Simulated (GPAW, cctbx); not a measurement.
# How far are the atoms of CaZnGePbO6 from free atoms?

Question: by how much does bonding change the X-ray structure factors of CaZnGePbO6, how firmly does DFT give the change, and what does a routine refinement make of it?

The start was made by putting kin elements into a known structure type; the compound need not exist, or be stable, in this form. All numbers below are calculated.

**1. Find the equilibrium geometry**

The density hangs on the geometry, so cell and atoms are relaxed first, with the symmetry held. The cutoff is set higher than for the density because stress converges slowly with plane waves.

Settings: GPAW 26.7.0, PBE, 900 eV, 3×3×3 k-points, Fermi–Dirac width 0.05 eV, BFGS to 0.03 eV/Å.

```text
cell
1.0
     0.000000000    4.022500000    4.022500000
     4.022500000    0.000000000    4.022500000
     4.022500000    4.022500000    0.000000000
Pb Ge Zn Ca O
1 1 1 1 6
Direct
0.000000000 0.000000000 0.000000000
0.500000000 0.500000000 0.500000000
0.750000000 0.750000000 0.750000000
0.250000000 0.250000000 0.250000000
0.261500000 0.261500000 0.738500000
0.738500000 0.738500000 0.261500000
0.261500000 0.738500000 0.261500000
0.738500000 0.261500000 0.738500000
0.261500000 0.738500000 0.738500000
0.738500000 0.261500000 0.261500000
```

```console
$ OMP_NUM_THREADS=1 mpirun -n 4 gpaw python run.py > gpaw.log
```

```text
BFGS:    0      -54.590527        0.661253
BFGS:    1      -54.621345        0.324071
BFGS:    2      -54.635264        0.218376
BFGS:    3      -54.637654        0.203949
BFGS:    4      -54.654720        0.142640
BFGS:    5      -54.656792        0.053930
BFGS:    6      -54.657019        0.002208
cell  5.6450 5.6450 5.6450  60.00 60.00 60.00
volume 127.199 A^3, largest force 0.002 eV/A, largest stress 0.02 GPa
```

After 6 steps the volume has changed by -2.3 % and the energy by -0.066 eV; the largest stress left is 0.02 GPa. It took 1.7 min on 4 cores of Intel(R) Xeon(R) Platinum 8488C (Sapphire Rapids) (shared host), peak memory 1.5 GiB.

Relaxed structure: F-43m (no. 216), a = 7.9833 Å, b = 7.9833 Å, c = 7.9833 Å, α = 90.00°, β = 90.00°, γ = 90.00°.

```csv
atom,mult.,x,y,z
Pb1,4,0,0,0
Ge1,4,1/2,0,0
Zn1,4,1/4,3/4,3/4
Ca1,4,1/4,1/4,3/4
O1,24,1/2,0.2363,0
```

**2. The all-electron density**

X-rays see the whole electron density, so the PAW density is rebuilt with its core regions. Subtracting spherical free atoms from the same code cancels the cores and leaves the deformation density Δρ, the part due to bonding.

Settings: PBE, 550 eV, 4×4×4 k-points, Fermi–Dirac width 0.05 eV; primitive cell of 10 atoms.

```console
$ OMP_NUM_THREADS=1 mpirun -n 4 gpaw python run.py > gpaw.log
```

```text
|iter:   1|       0s |  -63.316411 | +0.50 |       |
|iter:   2|       0s |  -60.693630 | -0.47 | -0.85 |
|iter:   3|       1s |  -53.500436 | +0.05 | -0.91 |
...
|iter:  18|      11s |  -53.468948c| -6.92 | -7.42c|
|iter:  19|      11s |  -53.468948c| -7.16 | -7.41c|
|iter:  20|      12s |  -53.468948c| -7.60c| -7.60c|
```

```text
grid (64, 64, 64)  electrons 212.000  moved by bonding 2.933 e
deformation density beyond 0.5 A of the nuclei: max 0.236, min -0.160 e/A^3
atom        x       y       z   Voronoi charge  moment
Pb1    0.0000  0.0000  0.0000      0.520       0.00
Ge2    0.5000  0.5000  0.5000      0.526       0.00
Zn3    0.2500  0.2500  0.2500      0.749       0.00
Ca4    0.7500  0.7500  0.7500      0.256       0.00
O 5    0.7363  0.2637  0.7363     -0.342       0.00
O 6    0.2637  0.7363  0.2637     -0.342       0.00
O 7    0.2637  0.2637  0.7363     -0.342       0.00
O 8    0.7363  0.7363  0.2637     -0.342       0.00
O 9    0.2637  0.7363  0.7363     -0.342       0.00
O 10   0.7363  0.2637  0.2637     -0.342       0.00
mean inner potential of superposed free atoms 18.118 V
total magnetic moment 0.000 muB
```

Deformation density in a plane through the shortest contact of the Ge atom at the origin, in 0.01 e/Å³ (clipped at ±99); x from -1.6 to 3.5 Å, y from 2.4 down to -2.4 Å:

```text
 -2  -1   3   9   9   6  11   6   0  -1  -2  -2  -1   0   5  13
 -2   0   6  16   .   .   .   9   2  -1  -2  -2  -1   1   8  19
 -2   0   4  11   .   .  12   7   1  -1  -2  -2  -2   0   5  10
  0  -1  -1   5  14  17   9   1  -1  -1   1   1  -1  -2  -2   1
  6   2  -4  -8  -6  -4  -7  -6  -1   5   8   8   4  -2  -8 -11
 12  11  -1 -14  -5   . -13  -8   8  12   .  14  10   2 -10   1
  .  18   5 -10   .   .   .  -6  15   .   .   .   9   5  -7  24
 11  11  -1 -14  -5   . -13  -8   8  13   .  14  11   2 -11   1
  6   2  -4  -8  -5  -4  -7  -6  -1   5   8   8   4  -2  -8 -11
  0  -1  -1   5  14  17   9   1  -1  -1   1   1  -1  -2  -2   2
 -2   0   4  11   .   .  13   7   1  -1  -2  -2  -2   0   5  11
 -2   0   6  16   .   .   .   9   2  -1  -2  -2  -1   1   8  19
 -2  -1   3   9  11   6  12   6   0  -1  -2  -2  -1   0   6  13
```

Atoms in or within 0.15 Å of the plane: Ge (0.0, 0.0), O (1.9, 0.0), O (0.0, 1.9), O (0.0, -1.9) Å. Dots mark points within about 0.45 Å of a nucleus; large values next to them are atomic features.

O gains most (-0.34 e) and Zn loses most (+0.75 e); O is the most electronegative element, but the order of the others doesn't follow electronegativity. Such charges fall far short of formal ones, since overlapping free atoms already put density on their neighbours. Along the shortest contact from the Ge atom at the map's origin, Ge–O at 1.89 Å, Δρ is +0.06 e/Å³ at the midpoint and highest, +0.18, 1.24 Å from Ge (points within 0.5 Å of a nucleus left out): little sits at the middle, as in a polar contact, whose build-up shifts to the more electronegative atom. At the midpoints of other shortest contacts it is -0.02 (Pb–O, 2.10 Å), -0.03 (O–O, 2.67 Å), -0.01 (Ca–O, 2.83 Å) and -0.02 (Zn–O, 2.83 Å) e/Å³. Point values carry grid noise of about 0.01 e/Å³. The run needed 20 iterations, 24 s.

**3. From the density to structure factors**

The Fourier components of Δρ, added to those of the free atoms, give the static X-ray structure factors; the Mott–Bethe relation turns them into the Fourier components V of the potential that fast electrons feel.

```text
static structure factors of the conventional cell: F in electrons, V (Mott-Bethe) in volts
   h  k  l      d  |F| table  |F| free   |F| DFT   change   |V| free  |V| DFT  change %
   1  1  1  4.6092   181.387   181.092   180.237   -0.856     1.483    1.530      3.1
   0  2  0  3.9916   298.371   297.670   299.575    1.905     3.341    3.067     -8.2
   0  2  2  2.8225   504.831   504.919   500.634   -4.284     6.385    6.693      4.8
   1  3  1  2.4071   182.528   182.357   182.900    0.543     1.423    1.391     -2.3
   2  2  2  2.3046    96.149    97.171    90.935   -6.236     1.451    1.153    -20.6
   0  4  0  1.9958   611.691   610.305   615.103    4.798     8.395    8.223     -2.1
   1  3  3  1.8315   181.829   181.876   182.727    0.851     1.485    1.459     -1.7
   0  4  2  1.7851   242.899   242.966   244.148    1.182     2.131    2.097     -1.6
   2  4  2  1.6296   427.764   426.979   427.726    0.747     3.903    3.885     -0.5
   3  3  3  1.5364   180.590   180.722   181.458    0.736     1.527    1.511     -1.0
   1  5  1  1.5364   140.751   140.908   140.997    0.089     0.559    0.557     -0.3
   0  4  4  1.4113   510.015   509.300   510.230    0.931     5.942    5.926     -0.3
   1  5  3  1.3494   144.528   144.619   144.873    0.255     0.720    0.716     -0.5
   2  4  4  1.3305   214.754   214.737   214.620   -0.117     1.574    1.576      0.1
```

The largest X-ray change is -6.24 e on 222, 6.4 % of |F|. For electrons V goes as (Z − F)/g², so a change of F counts against Z − F, which is small at low angle and wherever the atoms' terms cancel: |V| of 222 moves by -20.6 % (1.45 to 1.15 V) against -6.4 % in |F|. The tabulated Hartree–Fock atoms differ from the free DFT atoms by up to 1.39 e, so the choice of reference atom matters too.

**4. Which functional?**

The same geometry is run with other functionals, to see whether the bonding signal is larger than the spread between approximations. Free atoms are LDA for LDA and PBE otherwise; meta-GGAs and hybrids keep PBE cores. Any other changed setting is in the row's label.

| run | ΔF 222 (e) | ΔF 040 (e) | ΔF 022 (e) | q(O) (e) | moved (e) | time |
| --- | --- | --- | --- | --- | --- | --- |
| PBE | -6.236 | +4.798 | -4.284 | -0.342 | 2.933 | 24 s |
| LDA | -5.825 | +4.400 | -4.203 | -0.331 | 2.782 | 20 s |
| r2SCAN | -6.737 | +5.300 | -4.624 | -0.375 | 3.263 | 30 s |

At the base's settings ΔF(222) spans -6.737 to -5.825 e, a spread of 15 % of the PBE value; over the three listed reflections the spread is at most 19 %, so sign and size hold across the functionals. Times are from shared hosts.

**5. What a spherical-atom refinement makes of it**

Routine crystallography fits spherical atoms. To see the bias, intensities are simulated from tabulated atoms plus the DFT change ΔF, so that bonding alone can misfit (5816 reflections of the full sphere, merged to the counts below, to 0.45 Å, 0.5 % proportional noise plus counting noise, assumed isotropic U as listed, Δρ smeared by the mean U) and refined with cctbx over different ranges.

| range | data | R1 | GooF | U Pb1 (true 0.0028) | U Ge1 (true 0.0041) | U Zn1 (true 0.0042) | U Ca1 (true 0.0048) | largest shift (Å) | Δρ max, min (e/Å³) |
| --- | --- | --- | --- | --- | --- | --- | --- | --- | --- |
| all data | 337 | 0.0029 | 1.49 | 0.0028 | 0.0042 | 0.0051 | 0.0036 | 0.0002 | 0.35, -0.45 |
| low resolution, d > 0.84 | 66 | 0.0039 | 2.76 | 0.0030 | 0.0031 | 0.0001 | 0.0128 | 0.0002 | 0.20, -0.13 |
| high order, d < 0.75 | 248 | 0.0023 | 0.96 | 0.0028 | 0.0041 | 0.0045 | 0.0044 | 0.0000 | 0.15, -0.27 |
| occupancies free, d > 0.7 | 101 | 0.0030 | 1.79 | 0.0028 | 0.0042 | 0.0051 | 0.0037 | 0.0004 | 0.13, -0.16 |

With all data GooF is 1.49, so the misfit of spherical atoms stands above the noise; the top residual peak lies 0.04 Å from O and 1.92 Å from Ge, on the atom. No U is off by more than 3 s.u. at low resolution. With Pb1 held at 1 and the scale free, the other occupancies refine to Ge1 1.003(0.016), Zn1 1.012(0.056), Ca1 0.986(0.088) and O1 1.041(0.007), on sites that are all full: they absorb part of the misfit, and only ratios to the fixed site mean anything.

**6. Answer**

Bonding moves 2.93 e in the primitive cell of CaZnGePbO6 and changes the structure factors of the conventional cell in the table above by at most 6.24 e (222, 6.4 %). The shortest bond, Ge–O, has Δρ = +0.06 e/Å³ at its midpoint, low for a shared bond; with the charge transfer this is a polar contact. At the base's settings ΔF(222) spans -6.737 to -5.825 e, a spread of 15 % of the PBE value; over the three listed reflections the spread is at most 19 %, so sign and size hold across the functionals. With all data GooF is 1.49, so the misfit of spherical atoms stands above the noise. Limits: static density, frozen cores, no spin–orbit coupling.

[Outputs are excerpts: Python notices, other lines and further rows are left out; steps that failed or that the build refused (PBEsol, TPSS) are not shown.]

[Logs are printed without paths, hosts, clocks, repeated set-up lines and the standing remarks that a program may print on its own settings, such as how far it seeks lower states.]
